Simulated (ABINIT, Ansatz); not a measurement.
## Converging GW for GaAs (F-43m) in ABINIT

What does each rung of G0W0 on GaAs (F-43m) cost, and what does it buy?

Main program and level: ABINIT 10.8.3; PBE and many-body steps on it, plane waves.

### Step 1. The starting structure

The structure is cubic, space group F-43m (No. 216). The conventional cell has a = 5.654 Å, b = 5.654 Å, c = 5.654 Å, α = 90.00°, β = 90.00°, γ = 90.00°. Nearest to Ga lie 4 As at 2.45 Å. Nearest to As lie 4 Ga at 2.45 Å. Farther neighbours are not listed.

The cell and positions come from the Crystallography Open Database and are kept as given unless a step says otherwise.

### Step 2. Empty states on the mesh, 4×4×4 mesh, 164 bands

This step: ABINIT 10.8.3; DFT, PBE, plane waves, norm-conserving pseudopotentials.

The sums over transitions need many empty states on a uniform mesh; this step solves for them.

Contents of run.abi:

```
acell 3*1.0 Angstrom
rprim 
  0.000000000000 2.826850000000 2.826850000000
  2.826850000000 0.000000000000 2.826850000000
  2.826850000000 2.826850000000 0.000000000000
ntypat 2
znucl 31 33
natom 2
typat 1 2
xred 
  0.000000000000 0.000000000000 0.000000000000
  0.250000000000 0.250000000000 0.250000000000
pp_dirpath "pseudos"
pseudos "Ga.upf, As.upf"
ecut 45
ngkpt 4 4 4
nshiftk 1
shiftk 0 0 0
kptopt 1
chksymbreak 0
irdden 1
istwfk *1
nband 164
prtvol 0
optdriver 6
gwr_task "HDIAGO"
paral_kgb 0
occopt 1
indata_prefix "in"
outdata_prefix "out"
tmpdata_prefix "tmp"
```

Command:

```sh
$ OMP_NUM_THREADS=1 mpirun -n 4 abinit run.abi > log
```

The log of the run:

```text
.Version 10.8.3 of ABINIT. v10.8.2 released Aug 2026.

 Symmetries : space group F-4 3 m (#216); Bravais cF (face-center cubic)
[... echo of the input left out ...]
== DATASET  1 ==================================================================
-   mpi_nproc: 4, omp_nthreads: 1 (-1 if OMP is not activated)

--- !DatasetInfo
iteration_state: {dtset: 1, }
dimensions: {natom: 2, nkpt: 8, mband: 164, nsppol: 1, nspinor: 1, nspden: 1, mpw: 4477, }
cutoff_energies: {ecut:  45.0, pawecutdg:  -1.0, }
[...]
Direct band gap semiconductor
 Fundamental gap:     0.508 (eV)
   VBM:     5.666 (eV) at k: [ 0.0000E+00,  0.0000E+00,  0.0000E+00]
   CBM:     6.174 (eV) at k: [ 0.0000E+00,  0.0000E+00,  0.0000E+00]
 Direct gap:         0.508 (eV) at k: [ 0.0000E+00,  0.0000E+00,  0.0000E+00]

== END DATASET(S) ==============================================================
================================================================================

 -outvars: echo values of variables after computation  --------
           etotal      0.0000000000E+00
            nband         164
             nkpt           8
          spgroup         216
 [... the other variables as echoed above ...]

 Calculation completed.
```

It took 1.7 min on 4 MPI ranks of Arm Neoverse V2, shared host; peak memory 4.4 GiB.

This step gave:

* gap: 0.5078 eV
* k of the valence top: 0, 0, 0
* k of the conduction bottom: 0, 0, 0
* least direct gap: 0.5078 eV
* k points computed: 8
* lowest point of the top converged band, above the valence top: 108.1874 eV

On this mesh the gap is 0.508 eV.

The density comes from a self-consistent run that is not shown.

### Step 3. Screening, 4×4×4 mesh, 38 bands, screening to 76.2 eV

The RPA dielectric matrix is built and inverted for each q.

This step: RPA screening on PBE, plane waves, norm-conserving pseudopotentials.

run.abi: that of step 2 with these lines changed.

```diff
@@ -20,10 +20,11 @@
 chksymbreak 0
-irdden 1
 istwfk *1
-nband 164
-prtvol 0
-optdriver 6
-gwr_task "HDIAGO"
-paral_kgb 0
 occopt 1
+irdwfk 1
+optdriver 3
+nband 38
+ecuteps 2.8
+inclvkb 2
+awtr 1
+symchi 1
 indata_prefix "in"
```

The log of the run:

```text
.Version 10.8.3 of ABINIT. v10.8.2 released Aug 2026.

 Symmetries : space group F-4 3 m (#216); Bravais cF (face-center cubic)
[... echo of the input left out ...]
== DATASET  1 ==================================================================
-   mpi_nproc: 4, omp_nthreads: 1 (-1 if OMP is not activated)

--- !DatasetInfo
iteration_state: {dtset: 1, }
dimensions: {natom: 2, nkpt: 8, mband: 38, nsppol: 1, nspinor: 1, nspden: 1, mpw: 4477, }
cutoff_energies: {ecut:  45.0, pawecutdg:  -1.0, }
electrons: {nelect:   4.40000000E+01, charge:   0.00000000E+00, occopt:   1.00000000E+00, tsmear:   1.00000000E-02, }

 SCREENING: Calculation of the susceptibility and dielectric matrices

 Based on a program developped by R.W. Godby, V. Olevano, G. Onida, and L. Reining.
 Incorporated in ABINIT by V. Olevano, G.-M. Rignanese, and M. Torrent.
.Using double precision arithmetic ; gwpc =  8

[... cell and pseudopotentials left out ...]
--------------------------------------------------------------------------------

 ==== K-mesh for the wavefunctions ====
 Number of points in the irreducible wedge :     8
[... list of points left out ...]
 Together with 24 symmetry operations and time-reversal symmetry
 yields    64 points in the full Brillouin Zone.

 ==== Q-mesh for the screening function ====
 Number of points in the irreducible wedge :     8
[... list of points left out ...]
 Together with 24 symmetry operations and time-reversal symmetry
 yields    64 points in the full Brillouin Zone.

 setmesh: FFT mesh size selected  =    30x   30x   30
          total number of points  =        27000

 vcoul_init : cutoff-mode = AUXILIARY_FUNCTION
 q-points for optical limit:   1
     1)      0.000010    0.000020    0.000030

- screening: taking advantage of time-reversal symmetry
- Maximum band index for partially occupied states nbvw = 22
- Remaining bands to be divided among processors   nbcw = 16
- Number of bands treated by each node ~4

 Number of electrons calculated from density =   44.0000; Expected =   44.0000
 average of density, n =  0.144317
 r_s =    1.1827
 omega_plasma =   36.6450 [eV]

 calculating chi0 at frequencies [eV] :
  1    0.000000E+00    0.000000E+00
  2    0.000000E+00    3.664498E+01

--------------------------------------------------------------------------------
  q-point number  1        q = ( 0.000000, 0.000000, 0.000000) [r.l.u.]
--------------------------------------------------------------------------------
[... chi0 elements left out ...]
 For q-point:  0.000010 0.000020 0.000030
  dielectric constant = 139.2328
  dielectric constant without local fields = 149.5094

  Average fulfillment of the sum rule on Im[epsilon] for q-point    1 :     11.95  [%]
[... wings left out ...]
  q-point number  2        q = ( 0.250000, 0.000000, 0.000000) [r.l.u.]
--------------------------------------------------------------------------------
[... chi0 elements left out ...]
  Average fulfillment of the sum rule on Im[epsilon] for q-point    2 :     19.76  [%]

 [... 6 further q-points ...]
```

Run time: 7.8 s. Hardware: 4 MPI ranks; peak memory 0.74 GiB; 31 s of CPU time.

This step gave:

- ε∞ with local fields, on this mesh, along the program's q direction: 139.2
- the same without local fields: 149.5
- plasma frequency: 36.65 eV
- plane waves in the screening matrix: 65

Local fields lower ε∞ by 7 %. The value itself is an artefact of the mesh, where one narrow direct gap carries too much weight.

### Step 4. 38 bands, 76.2 eV

The self-energy is evaluated for the states that the input lists, and the levels follow from it, in one-shot runs by the linearised quasiparticle equation.

This step: G0W0 on PBE, plane waves, norm-conserving pseudopotentials.

run.abi: that of step 3 with these lines changed.

```diff
@@ -23,8 +23,15 @@
 irdwfk 1
-optdriver 3
+optdriver 4
 nband 38
+gwcalctyp 0
+ecutsigx 45
+symsigma 1
+nkptgw 1
+kptgw 
+  0.0000000000 0.0000000000 0.0000000000
+bdgw 
+  20 26
 ecuteps 2.8
-inclvkb 2
-awtr 1
-symchi 1
+irdscr 1
+ppmodel 1
 indata_prefix "in"
```

The log of the run:

```text
.Version 10.8.3 of ABINIT. v10.8.2 released Aug 2026.

 Symmetries : space group F-4 3 m (#216); Bravais cF (face-center cubic)
[... echo of the input left out ...]
== DATASET  1 ==================================================================
-   mpi_nproc: 4, omp_nthreads: 1 (-1 if OMP is not activated)

--- !DatasetInfo
iteration_state: {dtset: 1, }
dimensions: {natom: 2, nkpt: 8, mband: 38, nsppol: 1, nspinor: 1, nspden: 1, mpw: 4477, }
cutoff_energies: {ecut:  45.0, pawecutdg:  -1.0, }
electrons: {nelect:   4.40000000E+01, charge:   0.00000000E+00, occopt:   1.00000000E+00, tsmear:   1.00000000E-02, }

 SIGMA: Calculation of the GW corrections

 Based on a program developped by R.W. Godby, V. Olevano, G. Onida, and L. Reining.
 Incorporated in ABINIT by V. Olevano, G.-M. Rignanese, and M. Torrent.
.Using double precision arithmetic ; gwpc =  8

[... cell and pseudopotentials left out ...]
--------------------------------------------------------------------------------

 ==== K-mesh for the wavefunctions ====
 Number of points in the irreducible wedge :     8
[... list of points left out ...]
 Together with 24 symmetry operations and time-reversal symmetry
 yields    64 points in the full Brillouin Zone.

 ==== Q-mesh for screening function ====
 Number of points in the irreducible wedge :     8
[... list of points left out ...]
 Together with 24 symmetry operations and time-reversal symmetry
 yields    64 points in the full Brillouin Zone.

 vcoul_init : cutoff-mode = AUXILIARY_FUNCTION
 q-points for optical limit:   1
     1)      0.000010    0.000020    0.000030
 setmesh: FFT mesh size selected  =    45x   45x   45
          total number of points  =        91125

 Number of electrons calculated from density =   44.0000; Expected =   44.0000
 average of density, n =  0.144317
 r_s =    1.1827
 omega_plasma =   36.6450 [eV]

 === KS Band Gaps ===
  >>>> For spin  1
   Minimum direct gap =   0.5078 [eV], located at k-point      :   0.0000  0.0000  0.0000
   Fundamental gap    =   0.5078 [eV], Top of valence bands at :   0.0000  0.0000  0.0000
                                       Bottom of conduction at :   0.0000  0.0000  0.0000
 SIGMA fundamental parameters:
 PLASMON POLE MODEL  1
 number of plane-waves for SigmaX                 4477
 number of plane-waves for SigmaC and W             65
 number of plane-waves for wavefunctions          4477
 number of bands                                    38
 number of independent spin polarizations            1
 number of spinorial components                      1
 number of k-points in IBZ                           8
 number of q-points in IBZ                           8
 number of symmetry operations                      24
 number of k-points in BZ                           64
 number of q-points in BZ                           64
 number of frequencies for dSigma/dE                 9
 frequency step for dSigma/dE [eV]                0.25
 number of omega for Sigma on real axis              0
 max omega for Sigma on real axis  [eV]           0.00
 zcut for avoiding poles [eV]                     0.10

 EPSILON^-1 parameters (SCR file):
 dimension of the eps^-1 matrix on file             65
 dimension of the eps^-1 matrix used                65
 number of plane-waves for wavefunctions          4477
 number of bands                                    38
 number of q-points in IBZ                           8
 number of frequencies                               2
 number of real frequencies                          1
 number of imag frequencies                          1

 matrix elements of self-energy operator (all in [eV])

 Perturbative Calculation

--- !SelfEnergy_ee
iteration_state: {dtset: 1, }
kpoint     : [   0.000,    0.000,    0.000, ]
spin       : 1
KS_gap     :    0.508
QP_gap     :    1.161
Delta_QP_KS:    0.654
data: !SigmaeeData |
     Band     E0 <VxcDFT>   SigX SigC(E0)      Z dSigC/dE  Sig(E)    E-E0       E
       20   5.666 -14.357 -16.013   2.107   0.800  -0.250 -13.996   0.361   6.027
       21   5.666 -14.357 -16.013   2.107   0.800  -0.250 -13.996   0.361   6.027
       22   5.666 -14.357 -16.013   2.107   0.800  -0.250 -13.996   0.361   6.027
       23   6.174 -14.700 -10.607  -2.829   0.803  -0.245 -13.686   1.014   7.188
       24   9.403 -11.528  -7.015  -3.393   0.803  -0.245 -10.628   0.900  10.303
       25   9.403 -11.528  -7.015  -3.393   0.803  -0.245 -10.628   0.900  10.303
       26   9.403 -11.528  -7.015  -3.393   0.803  -0.245 -10.628   0.900  10.303

== END DATASET(S) ==============================================================
================================================================================

 -outvars: echo values of variables after computation  --------
           etotal      0.0000000000E+00
            nband          38
             nkpt           8
          spgroup         216
 [... the other variables as echoed above ...]

 Calculation completed.
```

Wall time 3.2 s (4 MPI ranks); peak memory 0.64 GiB.

Numbers from this step:

| Property | Result |
| --- | --- |
| G0W0 gap on the points computed | 1.161 eV |
| starting gap on the mesh | 0.5078 eV |
| k of the valence top | 0, 0, 0 |
| k of the conduction bottom | 0, 0, 0 |
| Z at the valence top | 0.8 |
| Z at the conduction bottom | 0.803 |
| least direct G0W0 gap on the computed points | 1.161 eV |

The gap on the mesh goes from 0.51 eV to 1.16 eV, a correction of +0.65 eV.

### Step 5. Screening, 4×4×4 mesh, 77 bands, screening to 141.5 eV

This step: RPA screening on PBE, plane waves, norm-conserving pseudopotentials.

run.abi: that of step 4 with these lines changed.

```diff
@@ -23,15 +23,8 @@
 irdwfk 1
-optdriver 4
-nband 38
-gwcalctyp 0
-ecutsigx 45
-symsigma 1
-nkptgw 1
-kptgw 
-  0.0000000000 0.0000000000 0.0000000000
-bdgw 
-  20 26
-ecuteps 2.8
-irdscr 1
-ppmodel 1
+optdriver 3
+nband 77
+ecuteps 5.2
+inclvkb 2
+awtr 1
+symchi 1
 indata_prefix "in"
```

The log of the run:

```text
.Version 10.8.3 of ABINIT. v10.8.2 released Aug 2026.

 Symmetries : space group F-4 3 m (#216); Bravais cF (face-center cubic)
[... echo of the input left out ...]
== DATASET  1 ==================================================================
-   mpi_nproc: 4, omp_nthreads: 1 (-1 if OMP is not activated)

--- !DatasetInfo
iteration_state: {dtset: 1, }
dimensions: {natom: 2, nkpt: 8, mband: 77, nsppol: 1, nspinor: 1, nspden: 1, mpw: 4477, }
cutoff_energies: {ecut:  45.0, pawecutdg:  -1.0, }
electrons: {nelect:   4.40000000E+01, charge:   0.00000000E+00, occopt:   1.00000000E+00, tsmear:   1.00000000E-02, }

 SCREENING: Calculation of the susceptibility and dielectric matrices

 Based on a program developped by R.W. Godby, V. Olevano, G. Onida, and L. Reining.
 Incorporated in ABINIT by V. Olevano, G.-M. Rignanese, and M. Torrent.
.Using double precision arithmetic ; gwpc =  8

[... cell and pseudopotentials left out ...]
--------------------------------------------------------------------------------

 ==== K-mesh for the wavefunctions ====
 Number of points in the irreducible wedge :     8
[... list of points left out ...]
 Together with 24 symmetry operations and time-reversal symmetry
 yields    64 points in the full Brillouin Zone.

 ==== Q-mesh for the screening function ====
 Number of points in the irreducible wedge :     8
[... list of points left out ...]
 Together with 24 symmetry operations and time-reversal symmetry
 yields    64 points in the full Brillouin Zone.

 setmesh: FFT mesh size selected  =    32x   32x   32
          total number of points  =        32768

 vcoul_init : cutoff-mode = AUXILIARY_FUNCTION
 q-points for optical limit:   1
     1)      0.000010    0.000020    0.000030

- screening: taking advantage of time-reversal symmetry
- Maximum band index for partially occupied states nbvw = 22
- Remaining bands to be divided among processors   nbcw = 55
- Number of bands treated by each node ~13

 Number of electrons calculated from density =   44.0000; Expected =   44.0000
 average of density, n =  0.144317
 r_s =    1.1827
 omega_plasma =   36.6450 [eV]

 calculating chi0 at frequencies [eV] :
  1    0.000000E+00    0.000000E+00
  2    0.000000E+00    3.664498E+01

--------------------------------------------------------------------------------
  q-point number  1        q = ( 0.000000, 0.000000, 0.000000) [r.l.u.]
--------------------------------------------------------------------------------
[... chi0 elements left out ...]
 For q-point:  0.000010 0.000020 0.000030
  dielectric constant = 140.2064
  dielectric constant without local fields = 149.5493

  Average fulfillment of the sum rule on Im[epsilon] for q-point    1 :     26.04  [%]
[... wings left out ...]
  q-point number  2        q = ( 0.250000, 0.000000, 0.000000) [r.l.u.]
--------------------------------------------------------------------------------
[... chi0 elements left out ...]
  Average fulfillment of the sum rule on Im[epsilon] for q-point    2 :     31.37  [%]

 [... 6 further q-points ...]
```

It took 24 s on 4 MPI ranks; peak memory 1 GiB.

This step gave:

```yaml
eps_infinity_with_local_fields_on_this_mesh_along_the_program_s_q_direction: 140.2
the_same_without_local_fields: 149.5
plasma_frequency: 36.65 eV
plane_waves_in_the_screening_matrix: 169
```

(Part 1 of 2 ends here.)

[Paths, hosts, dates, memory and timing lines, banners, echoed tables and standing remarks are left out of the program output.]

[Logs are printed without paths, hosts, clocks, repeated set-up lines and the standing remarks that a program may print on its own settings, such as how far it seeks lower states.]

[Runs of the session that timed out or met a known fault of the program may be left out.]

[No measured gap is set beside runs whose start may be inverted or whose files or cutoffs have a known fault.]

[Hosts, paths, dates, database ids (printed as entryN), source tags and the programs' standing remarks are cut or masked in the printed files.]

[G0W0 gaps are taken among the corrected bands and points alone; a level outside them can change the order at an edge.]

[Where Ansatz stands beside ABINIT at settings called matched, ABINIT's density can come from a denser mesh and the files from another edition; pairs whose starting gaps differed by over 0.03 eV were left out, so agreement reads better than it is.]
